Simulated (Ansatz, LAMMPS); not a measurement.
**Amorphous trans-polyacetylene (as short chains C28H32), from a frame at 250 K (180 atoms): geometry optimisation**

Wanted: the relaxed structure of amorphous trans-polyacetylene (as short chains C28H32), from a frame at 250 K (180 atoms) and its electronic structure.

Main program and level: Ansatz 0.2.0; Kohn-Sham DFT, PBE+D3(BJ), PAW (set soft_2), plane waves.

## (1) Starting point

The cell holds 180 atoms: 84 C and 96 H. Its edges and angles: a = 11.950 Å, b = 11.950 Å, c = 11.950 Å, α = 90.0°, β = 90.0°, γ = 90.0°. 3 trans-polyacetylene chains of 13 units with methyl end groups placed at random, at 1.08 g/cm³; overlaps pushed apart, then 20 ps at 800 K with MMFF94 bonds, angles, torsions, charges and radii (Halgren, J. Comput. Chem. 17, 490 (1996)) in harmonic and 12-6 forms. Snapshot after 30 ps at 250 K and fixed volume.

Limits known from the start: The network of contacts between molecules at the start is that of the classical potential that made the cell. The density was typed from a rule of thumb and may lie off the real one at this temperature. The Brillouin zone is sampled at Γ only, in a cell whose shortest periodic width is 12 Å.

## (2) Making the structure

A classical potential supplies the starting structure, since it reaches far longer times than DFT.

This step: classical MD, MMFF94 bonds, angles, torsions, charges and radii (Halgren, J. Comput. Chem. 17, 490 (1996)) in harmonic and 12-6 forms; charges of ions scaled by 0.8 (LAMMPS 22 Jul 2025 - Update 4).

in.lmp reads:

```
# amorphous trans-polyacetylene
units real
atom_style full
boundary p p p
bond_style harmonic
angle_style harmonic
dihedral_style opls
improper_style harmonic
special_bonds lj 0 0 0.5 coul 0 0 0.75
read_data data.lmp
neigh_modify delay 0 every 1 check yes one 4000
comm_modify cutoff 12.0
timestep 0.5
thermo_style custom step time temp pe press density
thermo_modify norm yes
# push overlapping molecules apart
pair_style soft 2.6
pair_coeff * * 0.0
variable a equal ramp(1,60)
fix ad all adapt 1 pair soft a * * v_a
velocity all create 800 419225 mom yes dist gaussian
fix lim all nve/limit 0.03
fix lan all langevin 800 800 50 419226 zero yes
thermo 1000
run 3000 post no
unfix ad
pair_style lj/cut/coul/long 9.0
pair_modify mix arithmetic tail yes
pair_coeff 1 1 0.0678 3.3680   # C
pair_coeff 2 2 0.0678 3.5860   # C
pair_coeff 3 3 0.0216 2.5400   # H
kspace_style pppm 1.0e-4
thermo 100
minimize 1e-5 1e-3 300 3000
# [... 15 lines left out ...]
compute msd all msd com yes
thermo 7500
fix md all nvt temp 250 250 100
run 30000 post no
print "== T250: mean square displacement over the hold $(c_msd[4]:%.2f) A^2"
unfix md
uncompute msd
write_dump all custom T250.dump id type xs ys zs modify sort id
```

On the command line:

```bash
lmp -in in.lmp -log none -nocite
```

Numbers of over 12 decimals in the logs are rounded to 6 here.

The program printed:

```text
LAMMPS (22 Jul 2025 - Update 4)
Reading data file ...
  orthogonal box = (0 0 0) to (11.9497 11.9497 11.9497)
  180 atoms
  orthogonal box = (0 0 0) to (11.9497 11.9497 11.9497)
  177 bonds
  270 angles
  336 dihedrals
  78 impropers
   Step          Time           Temp          PotEng         Press         Density
         0   0              800            0.52893336    -4353.1848      1.0759999
      1000   500            649.30338      2.2114442      27394.964      1.0759999
      2000   1000           614.6348       2.1720885      24531.724      1.0759999
      3000   1500           590.80626      2.3139004      30932.804      1.0759999
Loop time of 0.283513 s on 1 MPI rank(s) for 3000 steps with 180 atoms
PPPM initialization ...
  G vector (1/distance) = 0.26196468
  grid = 5 5 5
  estimated relative force accuracy = 2.6145931e-05
   Step          Time           Temp          PotEng         Press         Density
      3000   1500           590.80626      2.7104214      41639.971      1.0759999
      3100   1550           590.80626     -0.3969229      24743.213      1.0759999
      3200   1600           590.80626     -0.50481476     23572.419      1.0759999
      3300   1650           590.80626     -0.54141319     22823.439      1.0759999
Loop time of 0.339052 s on 1 MPI rank(s) for 300 steps with 180 atoms
[... 2 lines left out ...]
  Energy initial, next-to-last, final =
      2.71042141967256 -0.540920060300838 -0.541413188529249
  Force two-norm initial, final = 786.27435 12.410049
  Iterations, force evaluations = 300 599
   Step          Time           Temp          PotEng         Press         Density
         0   0              800           -0.54141319     25813.622      1.0759999
      1000   500            596.65236      1.1644629      19583.637      1.0759999
      2000   1000           558.51211      1.3845654      19079.832      1.0759999
Loop time of 0.804669 s on 1 MPI rank(s) for 2000 steps with 180 atoms
   Step          Time           Temp          PotEng         Press         Density
      2000   1000           558.51211      1.3845654      19079.832      1.0759999
[... 5 lines left out ...]
Loop time of 9.32224 s on 1 MPI rank(s) for 20000 steps with 180 atoms
   Step          Time           Temp          PotEng         Press         Density
[... 4 lines left out ...]
Loop time of 8.75757 s on 1 MPI rank(s) for 20000 steps with 180 atoms
   Step          Time           Temp          PotEng         Press         Density
[... 2 lines left out ...]
     52500   51500          248.56028      0.36272159     17677.158      1.0759999
     60000   59000          227.87233      0.35416749     11676.996      1.0759999
     67500   66500          242.37758      0.31044488     11760.008      1.0759999
     72000   71000          244.80308      0.3169114      14443.306      1.0759999
Loop time of 12.1861 s on 1 MPI rank(s) for 30000 steps with 180 atoms
== T250: mean square displacement over the hold 0.42 A^2
```

Wall time 32 s (1 thread of AMD EPYC 9R45, shared host); peak memory 0.11 GiB.

The input also reads data.lmp (atoms, bonds and types; not printed here).

## (3) Single point at the start

The forces at the start show how far the geometry lies from a minimum of this functional.

input.yaml reads:

```yaml
crystal:
  lattice:
    - [11.9497, 0.0, 0.0]
    - [0.0, 11.9497, 0.0]
    - [0.0, 0.0, 11.9497]
  atoms:
    - { symbol: C, position: [0.06944, 0.40006, 0.68611] }
    - { symbol: C, position: [0.00214, 0.44421, 0.5916] }
    - { symbol: C, position: [0.95264, 0.37766, 0.51294] }
    - { symbol: C, position: [0.87758, 0.43012, 0.4299] }
    - { symbol: C, position: [0.79571, 0.37974, 0.3753] }
    - { symbol: C, position: [0.72258, 0.44089, 0.306] }
    - { symbol: C, position: [0.6432, 0.39341, 0.24343] }
    - { symbol: C, position: [0.57571, 0.46221, 0.16974] }
    - { symbol: C, position: [0.52278, 0.42384, 0.0783] }
    - { symbol: C, position: [0.47131, 0.49904, 0.0008] }
    - { symbol: C, position: [0.45886, 0.46919, 0.89292] }
    - { symbol: C, position: [0.40353, 0.54228, 0.81864] }
    - { symbol: C, position: [0.39551, 0.5255, 0.71021] }
    - { symbol: C, position: [0.33457, 0.577, 0.62442] }
    - { symbol: C, position: [0.25334, 0.65585, 0.63061] }
    - { symbol: C, position: [0.18757, 0.70172, 0.53561] }
    - { symbol: C, position: [0.1542, 0.63787, 0.44716] }
    - { symbol: C, position: [0.10717, 0.68143, 0.34519] }
    - { symbol: C, position: [0.14439, 0.76972, 0.28789] }
    - { symbol: C, position: [0.09605, 0.81178, 0.17986] }
    - { symbol: C, position: [0.12552, 0.90697, 0.13081] }
    - { symbol: C, position: [0.07516, 0.9404, 0.02995] }
    - { symbol: C, position: [0.09046, 0.04176, 0.98344] }
    - { symbol: C, position: [0.0597, 0.07167, 0.87111] }
    - { symbol: C, position: [0.04959, 0.99925, 0.7889] }
    - { symbol: C, position: [0.03118, 0.03568, 0.67856] }
    - { symbol: C, position: [0.01977, 0.96085, 0.598] }
    - { symbol: C, position: [0.02044, 0.99392, 0.47746] }
    - { symbol: H, position: [0.14686, 0.44484, 0.68424] }
    - { symbol: H, position: [0.08571, 0.308, 0.67234] }
    - { symbol: H, position: [0.0274, 0.40505, 0.7691] }
    - { symbol: H, position: [0.99444, 0.53537, 0.58923] }
    [... 142 atom lines left out ...]
    - { symbol: H, position: [0.7066, 0.97008, 0.06871] }
    - { symbol: H, position: [0.72964, 0.13095, 0.17041] }
    - { symbol: H, position: [0.9441, 0.01753, 0.24099] }
    - { symbol: H, position: [0.89262, 0.26047, 0.21774] }
    - { symbol: H, position: [0.02868, 0.19334, 0.22822] }
    - { symbol: H, position: [0.9528, 0.20951, 0.35288] }
kpoints:
  mp_grid: { grid: [1, 1, 1] }
hamiltonian:
  xc: pbe
  dispersion: d3bj
scf:
  occupations: { method: fermi_dirac, width: 0.05 }
output:
  forces: true
  stress: true
  populations: true
  dos:
    method: { smearing: { sigma: 0.08 } }
    de: 0.1
    projected: { site_lists: { C: [C], H: [H] } }
  eigenvalues: true
```

On the command line:

```bash
ansatz run input.yaml --threads 4 --pin off --max-ram 8192MiB --backend cpu --events-out ev --progress --plain --runs-dir out
```

The program printed:

```text
Engine: ansatz 0.2.0, x86_64-unknown-linux-gnu
Pseudopotentials: kind: paw
Pseudopotential: C, paw, valence charge 4, recommended cutoff 420 eV (normal), C.paw.azcp
Pseudopotential: H, paw, valence charge 1, recommended cutoff 420 eV (normal), H.paw.azcp
[... 5 lines on functional and potentials left out ...]
Crystal: 180 atoms, lattice volume = 1706.361 Å³
Basis set: ecut = 420 eV, 33371 PW (Γ), exchange–correlation on 160×160×160 points (8 copies of the dense FFT grid, shifted against one another)
Bands: 396, of which v1, the nominal top of the filled ones, is band 216 counted from 1 (215 counted from 0)
Symmetry: 1 space group operations
Space group: P1 (ITA 1), of the structure as read, at distance tolerance 1.2e-4 Å
k-points: 1
[... 5 lines on functional and potentials left out ...]
Initial density: superposition of atomic densities (neutral atoms: chi_scale 0, normalization atom), corrected by the library's trained network
Initial wavefunctions: pseudopotential atomic-orbital guess
Functional: x = pbe(κ = 0.804, μ = 0.219515), c = pbe(β = 0.066725)
SCF iter   1: F=—  HF=-22603.966567 eV  |F-HF|=—  |Δ(HF+E_count)|=         —  Δρ=5.12e-3  dr2=4.91e-1  ethr=1.77e-3  ⟨swp⟩=5.0  Hψ=1604  notcnv=0  defer=151
preconditioner: auto → Resta (q_TF=auto, 2.170 Å⁻¹)  ε∞=2.5  [insulator: Δε(μ)=1.329 eV  Ē_g=15.120 eV  σ=0.050 eV  W_gap=1.00  n_scr=304 (ndim 8)  ℏωp=18.7 eV  f_vac=0.127  D(μ)=0.00/eV (n_scr^D=0)  ε∞_Penn≈2.5]
SCF iter   2: F=—  HF=-22603.908838 eV  |F-HF|=—  |Δ(HF+E_count)|=   5.77e-2  Δρ=2.63e-3  dr2=9.93e-2  ethr=1.14e-4  ⟨swp⟩=3.0  Hψ=679  notcnv=0  defer=167
SCF iter   3: F=—  HF=-22603.921808 eV  |F-HF|=—  |Δ(HF+E_count)|=   1.30e-2  Δρ=1.13e-3  dr2=3.31e-2  ethr=2.30e-5  ⟨swp⟩=2.0  Hψ=401  notcnv=0  defer=167
SCF iter   4: F=—  HF=-22603.920819 eV  |F-HF|=—  |Δ(HF+E_count)|=   9.89e-4  Δρ=3.47e-4  dr2=2.57e-3  ethr=7.67e-6  ⟨swp⟩=2.0  Hψ=437  notcnv=0  defer=167
SCF iter   5: F=—  HF=-22603.921702 eV  |F-HF|=—  |Δ(HF+E_count)|=   8.84e-4  Δρ=1.40e-4  dr2=5.21e-4  ethr=5.94e-7  ⟨swp⟩=2.0  Hψ=441  notcnv=0  defer=167
SCF iter   6: F=—  HF=-22603.921867 eV  |F-HF|=—  |Δ(HF+E_count)|=   1.64e-4  Δρ=5.47e-5  dr2=7.48e-5  ethr=1.21e-7  ⟨swp⟩=2.0  Hψ=429  notcnv=0  defer=167
SCF iter   7: F=—  HF=-22603.922137 eV  |F-HF|=—  |Δ(HF+E_count)|=   2.70e-4  Δρ=2.05e-5  dr2=9.14e-6  ethr=1.73e-8  ⟨swp⟩=2.0  Hψ=606  notcnv=0  defer=168
SCF iter   8: F=—  HF=-22603.922143 eV  |F-HF|=—  |Δ(HF+E_count)|=   5.80e-6  Δρ=8.26e-6  dr2=1.61e-6  ethr=2.12e-9  ⟨swp⟩=2.0  Hψ=441  notcnv=0  defer=168
SCF iter   9: F=—  HF=-22603.922143 eV  |F-HF|=—  |Δ(HF+E_count)|=   5.46e-7  Δρ=3.08e-6  dr2=2.33e-7  ethr=3.73e-10  ⟨swp⟩=2.0  Hψ=401  notcnv=0  defer=168
SCF iter  10: F=-22603.922143 eV  HF=-22603.922143 eV  |F-HF|=1.67e-9  |Δ(HF+E_count)|=   1.17e-7  Δρ=1.29e-6  dr2=4.29e-8  ethr=2.31e-11  ⟨swp⟩=17.0  Hψ=2711  notcnv=0
SCF 1 converged in 10 iterations: F = -22603.922143 eV  dr2 = 4.29e-8
  greatest PAW one-centre occupation: 0.698 electrons in one spin orbital (limit 2), on the C atom at site 12 (counted from 0), in its partial waves of l = 0
SCF converged after 10 iterations
Free energy (F): -22603.922143 eV
Harris-Foulkes:  -22603.922143 eV  (|F-HF|=1.67e-9)
Internal energy: -22603.922133 eV  (E = F + TS)
E sigma→0 (E₀):  -22603.922138 eV
Entropy (-TS):   -0.000010 eV (-0.000 meV/atom)
Fermi energy:    1.900446 eV
--- Per-component energies (eV) ---
  E_band       = -2781.642644
  E_kinetic    = 9012.532166
  E_local      = -22653.922277  (includes V_loc(G=0)·N_el)
  E_nonlocal   = 2494.973449
  E_hartree    = 7562.590214
  E_xc         = -4903.752139
  E_vxc        = -6110.658012  (∫ρ·V_xc dr)
  E_paw        = -8408.469754  (= ΣΔE_a)
  E_vpaw       = -649.614232  (= ΣTr[D̂ρ^β])
  E_aug_tail   = -0.132412  (compensation charges beyond the density's cutoff)
  E_ewald      = -5695.489714
  E_disp       = -12.251667  (pairwise vdW)
  E_smearing   = -0.000010  (= −TS)
  E_closure    = -0.000000  (closes the sum)
  Σ components = -22603.922143   (vs F -22603.922143, Δ=0.00e0)
--- Forces (eV/Å), atoms counted from 1 ---
  atom   1  C     -0.77056386    -1.67779682    -0.16822517
  atom   2  C     -0.33643623    -0.65460520    -0.32953803
  atom   3  C     -0.95419784     2.36197167     0.26313032
  atom   4  C      2.55974822    -0.68912341     1.71313804
  atom   5  C     -1.07832335    -1.64202151     0.31646751
  atom   6  C      0.35341089     0.30827016     0.45140685
  atom   7  C     -1.41369365    -0.59624028    -1.14947149
  atom   8  C      0.98055717    -1.87297854     1.39240862
  atom   9  C     -0.23177352     0.71500957    -0.62257395
  atom  10  C     -0.11039867    -1.70218334     0.45668367
  atom  11  C      1.09687510    -0.89250272    -0.90148576
  atom  12  C     -0.87518621     0.87975029     1.72031949
  atom  13  C     -0.11431369     0.10982305    -1.33478982
  atom  14  C     -0.91984159     0.85989271     0.02499274
[...]
atom 179  H     -0.85720319    -0.15698916     0.18744038
  atom 180  H     -0.33305239     0.04399672    -0.42162148
  max |Σ_I F_I| component: 1.21e-4 eV/Å
--- Stress (GPa, compression-positive) ---
        1.681494       0.155353       0.195807
        0.155353       6.544399       1.280946
        0.195805       1.280946       7.440402
  P = ⅓ Tr σ = 5.2221 GPa (52.221 kbar)
--- Band table (eV) ---
  k-point 0: bands = ["-15.4734", "-15.3884", "-15.3755", "-15.2564", [... 380 levels ...], "12.0999", "12.1349", "12.1834", "12.1894", "12.2314", "12.3160", "12.3435", "12.3592", "12.4170", "12.4467", "12.4742", "12.5045"]
--- Löwdin populations: 180 sites ---
  site symbol       q [e]
     0      C      4.4473
     1      C      4.0953
     2      C      4.1503
[...]
179      H      0.8122
  spilling = 0.012216 (of n_electrons = 432.000000)
```

Elapsed: 8.7 s, on 4 threads of AMD EPYC 9R45, shared host; peak memory 2.1 GiB; 33 s of CPU time.

The run gave:

* free energy: -22603.9221 eV
* free energy per atom: -125.5773 eV/atom
* SCF cycles: 10
* pressure: 5.222 GPa
* r.m.s. force component: 0.9638 eV/Å
* longest force: 4.109 eV/Å
* Fermi energy: 1.9 eV
* gap (highest filled to lowest empty level): 1.299 eV
* spilling of the projection: 0.01222

The r.m.s. force component of 0.96 eV/Å and the pressure of 5.2 GPa set the starting point.

Neighbours are counted within 1.34 Å (H-C), 1.85 Å (C-C).

Length of the force by element and coordination:

```tsv
element	coordination	atoms	mean length of the force (eV/Å)	spread	least	most
C	all	84	1.90	0.893	0.362	4.11
C	3	78	1.89	0.905	0.362	4.11
C	4	6	1.92	0.719	0.895	3.21
H	all	96	0.989	0.635	0.120	3.44
```

(Continued in part 2 of 4.)

[Logs are printed without paths, hosts, clocks, repeated set-up lines and the standing remarks that a program may print on its own settings, such as how far it seeks lower states.]

[Hosts, paths, dates, database ids (printed as entryN), source tags and the programs' standing remarks are cut or masked in the printed files.]

[The MMFF94 radii named for the starting cell were scaled by 0.96; in molecules described by MMFF94, hydrogen bound to N, O or S took a small fixed 12-6 site in their place.]
